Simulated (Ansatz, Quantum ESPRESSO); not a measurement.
# Si chain with one bond drawn out by 2.0 Å: ballistic transmission, part 3 of 4

Wanted: the transmission near the Fermi level and the conductance of this junction: Si chain with one bond drawn out by 2.0 Å.

Quantum ESPRESSO 7.5; plane-wave DFT, PBE, GBRV ultrasoft pseudopotentials; cross-check by Ansatz 0.2.0 with PAW datasets.

So far. Step 2 (SCF with pw.x): The run needed 22 iterations to bring the estimated error under 1e-07 Ry; the largest force on any atom, held or free, is 0.74 eV/Å. Step 3 (The open system): At no point does T exceed the number of channels. That doesn't clear the run: at some energies its lead has fewer channels than the second code's.

### 4. The open system, with ewind = 6.0 and epsproj = 1e-07

Level of this step: transmission by pwcond, lead and junction from one cell; plane-wave DFT, PBE, GBRV ultrasoft pseudopotentials (Quantum ESPRESSO).

How much does a setting matter? One run is repeated with a change.

cond.w.in reads:

```
&inputcond
  outdir = './out'
  prefixt = 'scf'
  tran_file = 'cond.w.dat'
  bdl = 0.5866666667
  bds = 3.2000000000
  ikind = 1
  ewind = 6.0
  epsproj = 1e-07
  nz1 = 7
  energy0 = 2.0
  denergy = -0.1
/
1
  0.00000000 0.00000000 1.00000000
41
```

Run with:

```
> OMP_NUM_THREADS=1 mpirun -n 2 pwcond.x -in cond.w.in > cond.w.out
```

What it wrote:

```text
[banner, memory and clock lines left out]
Program PWCOND v.7.5 starts
[citation notice left out]

[...]
./out/scf.save/

[...]
negative rho (up, down):  6.742E-05 0.000E+00
     Reading collected, re-writing distributed wavefunctions

===== INPUT FILE containing all the regions =====

     GEOMETRY:

     lattice parameter (alat)  =      14.1729  a.u.
     the volume                =    9110.2516 (a.u.)^3
     the cross section         =     200.8724 (a.u.)^2
     l of the unit cell        =       3.2000 (alat)
     number of atoms/cell      =           10
     number of atomic types    =            1

     crystal axes: (cart. coord. in units of alat)
               a(1) = (  1.0000  0.0000  0.0000 )
               a(2) = (  0.0000  1.0000  0.0000 )
               a(3) = (  0.0000  0.0000  3.2000 )

   Cartesian axes

     site n.     atom                  positions (alat units)
          1        Si     tau(  1)=(  0.5000  0.5000  3.2000  )
          2        Si     tau(  2)=(  0.5000  0.5000  0.2933  )
          3        Si     tau(  3)=(  0.5000  0.5000  0.5867  )
          4        Si     tau(  4)=(  0.5000  0.5000  0.8800  )
          5        Si     tau(  5)=(  0.5000  0.5000  1.1733  )
          6        Si     tau(  6)=(  0.5000  0.5000  1.7333  )
          7        Si     tau(  7)=(  0.5000  0.5000  2.0267  )
          8        Si     tau(  8)=(  0.5000  0.5000  2.3200  )
          9        Si     tau(  9)=(  0.5000  0.5000  2.6133  )
         10        Si     tau( 10)=(  0.5000  0.5000  2.9067  )

     nr1s                      =           54
     nr2s                      =           54
     nr3s                      =          180
     nr1sx                     =           54
     nr2sx                     =           54
     nr3sx                     =          180
     nr1                       =           60
     nr2                       =           60
     nr3                       =          192
     nr1x                      =           60
     nr2x                      =           60
     nr3x                      =          192

 _______________________________
  Radii of nonlocal spheres:

     type       ibeta     ang. mom.          radius (alat units)
       Si         1         0                    0.1216
       Si         2         0                    0.1216
       Si         3         1                    0.1216
       Si         4         1                    0.1216
       Si         5         2                    0.1216
       Si         6         2                    0.1216
----- General information -----

--- T calc. with identical leads (ikind=1) ---

     nrx                       =           54
     nry                       =           54
     nz1                       =            7

     energy0               =         2.0E+00
     denergy               =        -1.0E-01
     nenergy               =         41
     ecut2d                =         3.4E+01
     ewind                 =         6.0E+00
     epsproj               =         1.0E-07

     number of k_|| points=    1
                       cryst. coord.
        k(    1) = (   0.0000000   0.0000000), wk =   1.0000000
----- Information about left/right lead -----

     nocros                   =           18
     noins                    =           18
     norb                     =           54
     norbf                    =          162
     nrz                      =           33

      iorb      type   ibeta   ang. mom.   m       position (alat)
        1        1       1        0        1   taunew(   1)=(  0.5000  0.5000  0.0000)
        2        1       2        0        1   taunew(   2)=(  0.5000  0.5000  0.0000)
[...]
54        1       6        2        5   taunew(  54)=(  0.5000  0.5000  0.5867)
    k slab    z(k)  z(k+1)     crossing(iorb=1,norb)
    1   0.0000 0.0178 0.0178   111111111111111111000000000000000000000000000000000000
    2   0.0178 0.0356 0.0178   111111111111111111000000000000000000000000000000000000
[...]
33   0.5689 0.5867 0.0178   000000000000000000000000000000000000111111111111111111
----- Information about scattering region -----

     noins                    =          126
     norb                     =          162
     norbf                    =          162
     nrz                      =          147

      iorb      type   ibeta   ang. mom.   m       position (alat)
        1        1       1        0        1   taunew(   1)=(  0.5000  0.5000 -0.0000)
        2        1       2        0        1   taunew(   2)=(  0.5000  0.5000 -0.0000)
[...]
162        1       6        2        5   taunew( 162)=(  0.5000  0.5000  2.6133)
 ngper, shell number =          545          70
 ngper, n2d =          545         403
---  E-Ef =    2.0000000  k =    0.0000000   0.0000000
---  ie =          1  ik =          1
 Nchannels of the left tip =            3
 Right moving states:
   k1(2pi/a)   k2(2pi/a)   E-Ef (eV)
   0.2712716   0.0000321   2.0000000
  -0.3077155   0.0000186   2.0000000
  -0.3077155   0.0000186   2.0000000
 Left moving states:
   k1(2pi/a)   k2(2pi/a)   E-Ef (eV)
  -0.2712716   0.0000321   2.0000000
   0.3077155   0.0000186   2.0000000
   0.3077155   0.0000186   2.0000000

 to transmit
 Band j to band i transmissions and reflections:
    j         i     |T_ij|^2    |R_ij|^2

    1 -->     1     0.12591     0.87409
    1 -->     2     0.00000     0.00000
    1 -->     3     0.00000     0.00000
   Total T_j, R_j =    0.12591  0.87409

    2 -->     1     0.00000     0.00000
    2 -->     2     0.03734     0.96260
    2 -->     3     0.00000     0.00006
   Total T_j, R_j =    0.03734  0.96266

    3 -->     1     0.00000     0.00000
    3 -->     2     0.00000     0.00006
    3 -->     3     0.03734     0.96260
   Total T_j, R_j =    0.03734  0.96266

E-Ef(ev), T(x2 spins) =    2.0000000   0.4011740
---  E-Ef =    1.9000000  k =    0.0000000   0.0000000
---  ie =          2  ik =          1
 Nchannels of the left tip =            3
 Right moving states:
   k1(2pi/a)   k2(2pi/a)   E-Ef (eV)
   0.2645403   0.0000321   1.9000000
  -0.3181580   0.0000186   1.9000000
  -0.3181580   0.0000186   1.9000000
 Left moving states:
   k1(2pi/a)   k2(2pi/a)   E-Ef (eV)
  -0.2645402   0.0000321   1.9000000
   0.3181580   0.0000186   1.9000000
   0.3181580   0.0000186   1.9000000

 to transmit
 Band j to band i transmissions and reflections:
    j         i     |T_ij|^2    |R_ij|^2

    1 -->     1     0.12016     0.87984
    1 -->     2     0.00000     0.00000
    1 -->     3     0.00000     0.00000
   Total T_j, R_j =    0.12016  0.87984

    2 -->     1     0.00000     0.00000
    2 -->     2     0.03550     0.95710
    2 -->     3     0.00000     0.00740
   Total T_j, R_j =    0.03550  0.96450

    3 -->     1     0.00000     0.00000
    3 -->     2     0.00000     0.00740
    3 -->     3     0.03550     0.95710
   Total T_j, R_j =    0.03550  0.96450

E-Ef(ev), T(x2 spins) =    1.9000000   0.3823236
---  E-Ef =    1.8000000  k =    0.0000000   0.0000000
---  ie =          3  ik =          1
 Nchannels of the left tip =            3
 Right moving states:
   k1(2pi/a)   k2(2pi/a)   E-Ef (eV)
   0.2577902   0.0000321   1.8000000
  -0.3287497   0.0000185   1.8000000
  -0.3287497   0.0000185   1.8000000
 Left moving states:
   k1(2pi/a)   k2(2pi/a)   E-Ef (eV)
  -0.2577902   0.0000321   1.8000000
   0.3287497   0.0000185   1.8000000
   0.3287497   0.0000185   1.8000000

 to transmit
 Band j to band i transmissions and reflections:
    j         i     |T_ij|^2    |R_ij|^2

    1 -->     1     0.11477     0.88523
    1 -->     2     0.00000     0.00000
    1 -->     3     0.00000     0.00000
   Total T_j, R_j =    0.11477  0.88523

    2 -->     1     0.00000     0.00000
    2 -->     2     0.03363     0.93584
    2 -->     3     0.00000     0.03053
   Total T_j, R_j =    0.03363  0.96637

    3 -->     1     0.00000     0.00000
    3 -->     2     0.00000     0.03053
    3 -->     3     0.03363     0.93584
   Total T_j, R_j =    0.03363  0.96637

E-Ef(ev), T(x2 spins) =    1.8000000   0.3640779
[... further energies and points left out ...]
---  E-Ef =   -1.8000000  k =    0.0000000   0.0000000
---  ie =         39  ik =          1
 Nchannels of the left tip =            0
 Right moving states:
   k1(2pi/a)   k2(2pi/a)   E-Ef (eV)
 Left moving states:
   k1(2pi/a)   k2(2pi/a)   E-Ef (eV)

 to transmit
          E-Ef(ev), T =   -1.8000000   0.0000000
---  E-Ef =   -1.9000000  k =    0.0000000   0.0000000
---  ie =         40  ik =          1
 Nchannels of the left tip =            0
 Right moving states:
   k1(2pi/a)   k2(2pi/a)   E-Ef (eV)
 Left moving states:
   k1(2pi/a)   k2(2pi/a)   E-Ef (eV)

 to transmit
          E-Ef(ev), T =   -1.9000000   0.0000000
---  E-Ef =   -2.0000000  k =    0.0000000   0.0000000
---  ie =         41  ik =          1
 Nchannels of the left tip =            0
 Right moving states:
   k1(2pi/a)   k2(2pi/a)   E-Ef (eV)
 Left moving states:
   k1(2pi/a)   k2(2pi/a)   E-Ef (eV)

 to transmit
          E-Ef(ev), T =   -2.0000000   0.0000000
   T_tot     2.00000      0.40117E+00
   T_tot     1.90000      0.38232E+00
   T_tot     1.80000      0.36408E+00
   T_tot     1.70000      0.34635E+00
   T_tot     1.60000      0.32916E+00
   T_tot     1.50000      0.31267E+00
   T_tot     1.40000      0.29707E+00
   T_tot     1.30000      0.28259E+00
   T_tot     1.20000      0.26941E+00
   T_tot     1.10000      0.25772E+00
   T_tot     1.00000      0.24763E+00
   T_tot     0.90000      0.23929E+00
   T_tot     0.80000      0.23280E+00
   T_tot     0.70000      0.22816E+00
   T_tot     0.60000      0.22470E+00
   T_tot     0.50000      0.21432E+00
   T_tot     0.40000      0.11426E+00
   T_tot     0.30000      0.22358E+00
   T_tot     0.20000      0.24569E+00
   T_tot     0.10000      0.24290E+00
   T_tot    -0.00000      0.22608E+00
   T_tot    -0.10000      0.19782E+00
   T_tot    -0.20000      0.16553E+00
   T_tot    -0.30000      0.13555E+00
   T_tot    -0.40000      0.11017E+00
   T_tot    -0.50000      0.89032E-01
   T_tot    -0.60000      0.70821E-01
   T_tot    -0.70000      0.54234E-01
   T_tot    -0.80000      0.38367E-01
   T_tot    -0.90000      0.22816E-01
   T_tot    -1.00000      0.93588E-02
   T_tot    -1.10000      0.69139E-02
   T_tot    -1.20000      0.54954E-02
   T_tot    -1.30000      0.33138E-02
   T_tot    -1.40000      0.00000E+00
   T_tot    -1.50000      0.00000E+00
   T_tot    -1.60000      0.00000E+00
   T_tot    -1.70000      0.00000E+00
   T_tot    -1.80000      0.00000E+00
   T_tot    -1.90000      0.00000E+00
   T_tot    -2.00000      0.00000E+00

[...]
```

Elapsed: 41 min, on 2 MPI ranks of Arm Neoverse V2, shared host; peak memory 0.83 GiB.

Beside the run it was changed from:

| quantity | this run | unchanged run | difference |
| --- | --- | --- | --- |
| transmission at the Fermi level, one spin | 0.1130 | 0.1130 | 2.3e-5 |
| lead channels at the Fermi level, one spin | 3 | 3 | 0 |
| wall time (s) | 2443 | 202 |  |

Over all energies T moves by up to 2.1e-4, at 0.3 eV.

The physical values in this table stay within 0.05 %.

(Part 3 of 4 ends here.)

[Logs are printed without paths, hosts, clocks, repeated set-up lines and the standing remarks that a program may print on its own settings, such as how far it seeks lower states.]

[Hosts, paths, dates, database ids (printed as entryN), source tags and the programs' standing remarks are cut or masked in the printed files.]

[Maps of the electrostatic potential energy from Ansatz leave out the sawtooth potential of an applied field or a dipole correction, so their vacuum need not be flat; planar profiles and work functions include it.]
